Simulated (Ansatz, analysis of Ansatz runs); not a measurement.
## Reproducing a measured hyperfine coupling: neutral bond-centred H (muonium) in Ge

Aim: the hyperfine coupling of the neutral bond-centred H (muonium) in Ge, to be set beside the measurement. Set-up: r2SCAN, 128-site cell, r2SCAN lattice, 500 eV, k: the single point 1/4 1/4 1/4. The model is a cell of 128 host atoms with 1 H put in. The isotropic coupling follows from the spin density at the nucleus, the nuclear g-factor and the total spin. A meta-GGA costs about twice a GGA and mends lattice constants and part of the gap.

What was measured. 1H (muon value / 3.1833) (muon value divided by the ratio of moments 3.1833; muon (Mu, light H isotope)), printed as -96.5 MHz: -30.31 MHz, by muon spin resonance (leading '2' in as_printed is a garbled minus sign) (quoted in “Muonium as a hydrogen analogue in silicon and germanium: Quantum effects and hyperfine parameters”, 1999, A. R. Porter, M. D. Towler, and R. J. Needs, quoting earlier work (1988)).

Program: Ansatz 0.2.0. Level of theory: plane-wave PAW DFT, r2SCAN; relaxation of all atoms of a defect supercell. Results are calculated unless marked as measured.

**1. The starting structure**

The cell holds 129 atoms: 128 Ge and 1 H. Cell: a = 16.049 Å, b = 16.049 Å, c = 16.049 Å, α = 60.0°, β = 60.0°, γ = 60.0°. It derives from Ge (space group Fd-3m). Nearest the centre at fractional (0.417, 0.388, 0.413): H129 at 0.00 Å, Ge44 at 1.69 Å, Ge43 at 1.69 Å, Ge36 at 2.91 Å, Ge75 at 2.99 Å, Ge45 at 3.03 Å, Ge42 at 3.17 Å, Ge12 at 3.21 Å.

The host's primitive cell comes from a first run (plane-wave PAW DFT, r2SCAN; relaxation of the host's cell and atoms): vectors of 4.012, 4.012 and 4.012 Å. That is 22.83 Å³ an atom, 0.9 % over the diffraction cell's volume. The supercell is built on it.

**2. Relaxation, charge 0**

Every later number rests on the structure around the defect, so the atoms are relaxed at the host's lattice first.

The input, relax/input.yaml:

```yaml
relax:
  f_tol: 0.02
  max_steps: 80
  random_displacement: { amplitude: 0.02, seed: 104 }
crystal:
  lattice:
    - [0.0, 11.34805325, 11.34805325]
    - [11.34805325, 0.0, 11.34805325]
    - [11.34805325, 11.34805325, 0.0]
  atoms:
    - { symbol: Ge, position: [0.125, 0.125, 0.125] }
    - { symbol: Ge, position: [0.1875, 0.1875, 0.1875] }
[... 1 atom line left out ...]
    - { symbol: Ge, position: [0.1875, 0.1875, 0.4375] }
[... 1 atom line left out ...]
    - { symbol: Ge, position: [0.1875, 0.1875, 0.6875] }
[... 3 atom lines left out ...]
    - { symbol: Ge, position: [0.1875, 0.4375, 0.1875] }
    - { symbol: Ge, position: [0.125, 0.375, 0.375] }
    - { symbol: Ge, position: [0.1875, 0.4375, 0.4375] }
    - { symbol: Ge, position: [0.125, 0.375, 0.625] }
    - { symbol: Ge, position: [0.1875, 0.4375, 0.6875] }
[... 3 atom lines left out ...]
    - { symbol: Ge, position: [0.1875, 0.6875, 0.1875] }
    - { symbol: Ge, position: [0.125, 0.625, 0.375] }
    - { symbol: Ge, position: [0.1875, 0.6875, 0.4375] }
    - { symbol: Ge, position: [0.125, 0.625, 0.625] }
[... 12 atom lines left out ...]
    - { symbol: Ge, position: [0.4375, 0.1875, 0.1875] }
    - { symbol: Ge, position: [0.375, 0.125, 0.375] }
    - { symbol: Ge, position: [0.4375, 0.1875, 0.4375] }
    - { symbol: Ge, position: [0.375, 0.125, 0.625] }
    - { symbol: Ge, position: [0.4375, 0.1875, 0.6875] }
    - { symbol: Ge, position: [0.375, 0.125, 0.875] }
[... 1 atom line left out ...]
    - { symbol: Ge, position: [0.375, 0.375, 0.125] }
    - { symbol: Ge, position: [0.4375, 0.4375, 0.1875] }
    - { symbol: Ge, position: [0.363782217, 0.363782217, 0.363782217] }
    - { symbol: Ge, position: [0.448717783, 0.448717783, 0.448717783] }
    - { symbol: Ge, position: [0.375, 0.375, 0.625] }
    - { symbol: Ge, position: [0.4375, 0.4375, 0.6875] }
[... 2 atom lines left out ...]
    - { symbol: Ge, position: [0.375, 0.625, 0.125] }
    - { symbol: Ge, position: [0.4375, 0.6875, 0.1875] }
    - { symbol: Ge, position: [0.375, 0.625, 0.375] }
    - { symbol: Ge, position: [0.4375, 0.6875, 0.4375] }
    - { symbol: Ge, position: [0.375, 0.625, 0.625] }
[... 8 atom lines left out ...]
    - { symbol: Ge, position: [0.4375, 0.9375, 0.6875] }
[... 2 atom lines left out ...]
    - { symbol: Ge, position: [0.625, 0.125, 0.125] }
    - { symbol: Ge, position: [0.6875, 0.1875, 0.1875] }
    - { symbol: Ge, position: [0.625, 0.125, 0.375] }
    - { symbol: Ge, position: [0.6875, 0.1875, 0.4375] }
    - { symbol: Ge, position: [0.625, 0.125, 0.625] }
    - { symbol: Ge, position: [0.6875, 0.1875, 0.6875] }
[... 2 atom lines left out ...]
    - { symbol: Ge, position: [0.625, 0.375, 0.125] }
    - { symbol: Ge, position: [0.6875, 0.4375, 0.1875] }
    - { symbol: Ge, position: [0.625, 0.375, 0.375] }
    - { symbol: Ge, position: [0.6875, 0.4375, 0.4375] }
    - { symbol: Ge, position: [0.625, 0.375, 0.625] }
[... 3 atom lines left out ...]
    - { symbol: Ge, position: [0.625, 0.625, 0.125] }
[... 1 atom line left out ...]
    - { symbol: Ge, position: [0.625, 0.625, 0.375] }
[... 8 atom lines left out ...]
    - { symbol: Ge, position: [0.6875, 0.9375, 0.4375] }
[... 6 atom lines left out ...]
    - { symbol: Ge, position: [0.875, 0.125, 0.375] }
[... 29 atom lines left out ...]
    - { symbol: H, position: [0.417131, 0.388349, 0.41327] }
basis:
  ecutwfc: 500
  xc_grid: 2
hamiltonian:
  xc: r2scan
kpoints:
  mp_grid: { grid: [1, 1, 1], shift: [0.25, 0.25, 0.25] }
magnetization:
  spin_polarized: true
  initial_magnetization: 1
  spin_locking: { lock_magnetization: hard }
scf:
  occupations: { method: fermi_dirac, width: 0.01 }
  max_iter: 120
output:
  forces: true
checkpoint:
  write: "../relax.run"
  compress: false
  write_wavefunctions: true
  write_every: 100000
```

Command:

```
> ansatz run input.yaml --threads 32 --pin off --max-ram 84787MiB --backend cuda --events-out ev --progress --plain --runs-dir out --max-vram 78GiB
```

Output:

```text
Warning: This run holds its total moment fixed (magnetization.spin_locking.lock_magnetization: hard) and mixes its density by anderson or broyden (scf.mixing.algorithm, typed or taken by auto). Slabs  [...]
Engine: ansatz 0.2.0, aarch64-unknown-linux-gnu
[...]
Pseudopotential: Ge, paw, valence charge 14, recommended cutoff 500 eV (meta_gga), Ge.paw.azcp
Pseudopotential: H, paw, valence charge 1, recommended cutoff 500 eV (meta_gga), H.paw.azcp
Functional definition: r2SCAN
[...]
Crystal: 129 atoms, lattice volume = 2922.766 Å³
Basis set: ecut = 500 eV, 74249 PW (Γ), exchange–correlation on 240×240×240 points (8 copies of the dense FFT grid, shifted against one another)
Bands: 1077, of which v1, the nominal top of the filled ones, is band 897 counted from 1 (896 counted from 0)
[...]
k-points: 1
[...]
Functional: x = r2scan, c = r2scan; τ floored in thin density (d = 2e-4 eV/Å³)
[...]
SCF iter   1: F=—  HF=-550775.175410 eV  |Δ(HF+E_count)|=         —  Δρ=1.88e-2 (↑1.83e-2 ↓1.88e-2)  dr2=3.27e1  dr2_τ=8.92e-2  dr2_m=1.80e-2  M=1.000 μB ∫|m|=1.039 μB  Hψ=9984
[...]
SCF 8 converged in 2 iterations: F = -550779.493783 eV  dr2 = 3.43e-8
[...]
SCF converged after 2 iterations
[...]
Magnetization: 1.0000 μB (897.0000 up, 896.0000 down)
Absolute magnetization: 1.2768 μB (∫|ρ↑−ρ↓|, with the PAW one-centre terms)
[...]
Free energy (F): -550779.493783 eV
[...]
Fermi energy:    8.677140 (↑ 8.727719, ↓ 8.432104) eV
--- Per-component energies (eV) ---
[...]
--- Forces (eV/Å), atoms counted from 1 ---
[...]
--- Band table (eV) ---
[...]
--- Relaxed structure (7 steps of the walk, 7 accepted, 0 SCFs on fresh bases) ---
[...]
```

The job ended after 46 s (1 × NVIDIA GB200 with 32 threads of Arm Neoverse V2, shared host; peak memory 11 GiB).

Step by step:

| step | energy less that of the first step (eV) | largest force component (eV/Å) |
| --- | --- | --- |
| 1 | 0.0000 | 0.7954 |
| 2 | -0.5393 | 0.2339 |
| 3 | -0.5753 | 0.0698 |
| 4 | -0.5786 | 0.0501 |
| 5 | -0.5811 | 0.0318 |
| 6 | -0.5816 | 0.0178 |
| 7 | -0.5816 | 0.0178 |

The atoms that moved most (Å, from the sites as typed, ahead of the random displacement):

| atom | dx | dy | dz | length |
| --- | --- | --- | --- | --- |
| H129 | 0.114 | -0.200 | 0.070 | 0.241 |
| Ge36 | -0.066 | 0.029 | -0.066 | 0.097 |
| Ge75 | -0.028 | 0.064 | 0.062 | 0.093 |
| Ge45 | 0.062 | 0.064 | -0.028 | 0.093 |
| Ge42 | -0.063 | -0.061 | 0.029 | 0.093 |
| Ge12 | 0.029 | -0.061 | -0.063 | 0.093 |
| Ge51 | 0.060 | -0.027 | 0.060 | 0.089 |
| Ge35 | -0.041 | -0.019 | -0.041 | 0.061 |

Neighbours of H129 at the end:

| atom | distance (Å) |
| --- | --- |
| Ge44 | 1.653 |
| Ge43 | 1.665 |
| Ge36 | 3.175 |
| Ge12 | 3.181 |
| Ge42 | 3.182 |
| Ge45 | 3.187 |
| Ge75 | 3.187 |
| Ge51 | 3.194 |

This step gave:

```yaml
free_energy: -550779.4938 eV
total_moment: 1.0000 μB
integral_of_the_absolute_spin_density: 1.277 μB
spin_contamination: 0.001136
```

The relaxation ends 4.5 meV an atom lower than the displaced start, with a largest force component of 0.018 eV/Å.

**3. Contact spin densities**

The relaxed structure is kept, and the final numbers are taken at the final level and k-points.

This step: plane-wave PAW DFT, r2SCAN; single point of a defect supercell.

The input, point/input.yaml:

```yaml
crystal:
  lattice:
    - [0.0, 11.34805325, 11.34805325]
    - [11.34805325, 0.0, 11.34805325]
    - [11.34805325, 11.34805325, 0.0]
  atoms:
    - { symbol: Ge, position: [0.124836375, 0.124602608, 0.124743399] }
    - { symbol: Ge, position: [0.187486647, 0.187257535, 0.18740538] }
[... 9 atom lines left out ...]
    - { symbol: Ge, position: [0.180797033, 0.438679782, 0.438856978] }
[... 23 atom lines left out ...]
    - { symbol: Ge, position: [0.438843601, 0.180443772, 0.438766681] }
[... 1 atom line left out ...]
    - { symbol: Ge, position: [0.438573879, 0.186528065, 0.687706485] }
[... 3 atom lines left out ...]
    - { symbol: Ge, position: [0.438912253, 0.438675115, 0.180732395] }
    - { symbol: Ge, position: [0.363754179, 0.363573165, 0.363702641] }
    - { symbol: Ge, position: [0.448162935, 0.447921267, 0.448106995] }
    - { symbol: Ge, position: [0.373928639, 0.373679311, 0.631745985] }
[... 5 atom lines left out ...]
    - { symbol: Ge, position: [0.373860886, 0.631502459, 0.373768035] }
[... 15 atom lines left out ...]
    - { symbol: Ge, position: [0.62594795, 0.124723232, 0.37406459] }
    - { symbol: Ge, position: [0.687774695, 0.186530672, 0.438499528] }
[... 6 atom lines left out ...]
    - { symbol: Ge, position: [0.631843899, 0.373687784, 0.373835946] }
[... 53 atom lines left out ...]
    - { symbol: H, position: [0.406430904, 0.405274103, 0.406377593] }
basis:
  ecutwfc: 500
  xc_grid: 2
hamiltonian:
  xc: r2scan
kpoints:
  mp_grid: { grid: [1, 1, 1], shift: [0.25, 0.25, 0.25] }
magnetization:
  spin_polarized: true
  initial_magnetization: 1
  spin_locking: { lock_magnetization: hard }
scf:
  occupations: { method: fermi_dirac, width: 0.01 }
  max_iter: 120
output:
  forces: true
  efg: {}
  eigenvalues: true
checkpoint:
  read: "../relax.run"
```

Output:

```text
[...]
Crystal: 129 atoms, lattice volume = 2922.766 Å³
Basis set: ecut = 500 eV, 74249 PW (Γ), exchange–correlation on 240×240×240 points (8 copies of the dense FFT grid, shifted against one another)
Bands: 1077, of which v1, the nominal top of the filled ones, is band 897 counted from 1 (896 counted from 0)
[...]
k-points: 1
[...]
SCF 1 converged in 2 iterations: F = -550779.493783 eV  dr2 = 1.99e-8
[...]
SCF converged after 2 iterations
Magnetization: 1.0000 μB (897.0000 up, 896.0000 down)
Absolute magnetization: 1.2768 μB (∫|ρ↑−ρ↓|, with the PAW one-centre terms)
[...]
Free energy (F): -550779.493783 eV
[...]
Fermi energy:    8.677140 (↑ 8.727719, ↓ 8.432104) eV
[...]
--- Forces (eV/Å), atoms counted from 1 ---
[...]
--- PAW observables at the nuclei: V_zz in 10²¹ V/m², potentials from the cell's mean, atoms counted from 1 ---
[...]
--- Band table (eV) ---
[...]
```

It took 12 s on 1 × NVIDIA GB200 with 32 threads; peak memory 5.5 GiB; 2.9 min of CPU time.

This step gave:

* free energy: -550779.4938 eV
* total moment: 1 μB
* integral of the absolute spin density: 1.277 μB
* spin contamination: 0.001136

The atoms' spheres hold 0.51 of the 1 μB, none over 0.01 μB.

Contact couplings A = (2/3) μ0 ge μB gN μN ρs / (2S h), for each element's most abundant magnetic isotope:

| atom | isotope | distance from the centre (Å) | contact spin density (e/Å³) | A (MHz) |
| --- | --- | --- | --- | --- |
| Ge44 | 73Ge | 1.66 | 1.46 | -33.9 |
| Ge43 | 73Ge | 1.69 | 1.26 | -29.2 |
| Ge36 | 73Ge | 3.01 | 1.10 | -25.5 |
| Ge42 | 73Ge | 3.27 | 1.10 | -25.5 |
| Ge12 | 73Ge | 3.30 | 1.10 | -25.5 |
| Ge45 | 73Ge | 3.12 | 0.941 | -21.8 |
| Ge75 | 73Ge | 3.08 | 0.940 | -21.8 |
| Ge51 | 73Ge | 3.37 | 0.938 | -21.7 |
| Ge111 | 73Ge | 8.09 | 0.859 | -19.9 |
| Ge63 | 73Ge | 7.92 | 0.858 | -19.9 |

**4. What came out**

| Property | Result |
| --- | --- |
| 1H (muon value / 3.1833) | 1.6 MHz |
| integral of the absolute spin density | 1.28 μB |
| time of the whole chain | 59 s on 32 threads and a graphics card |

1H (muon value / 3.1833): computed 1.6 MHz, measured -30.31 MHz (muon value divided by the ratio of moments 3.1833; muon (Mu, light H isotope)); 31.9 MHz (105 %) away from, with the other sign than, the measurement. The spin is not held on one site here (at most 0.01 μB on an atom), so the state computed is not the localised centre that was measured. Only the isotropic (Fermi contact) part is computed, with core polarisation; no vibrational averaging.

[Logs are printed without paths, hosts, clocks, repeated set-up lines and the standing remarks that a program may print on its own settings, such as how far it seeks lower states.]

[Hosts, paths, dates, database ids (printed as entryN), source tags and the programs' standing remarks are cut or masked in the printed files.]

[For some hosts the program warned that the k-mesh of the response run may be too coarse for force constants and the static dielectric constant; such warnings are not shown here.]
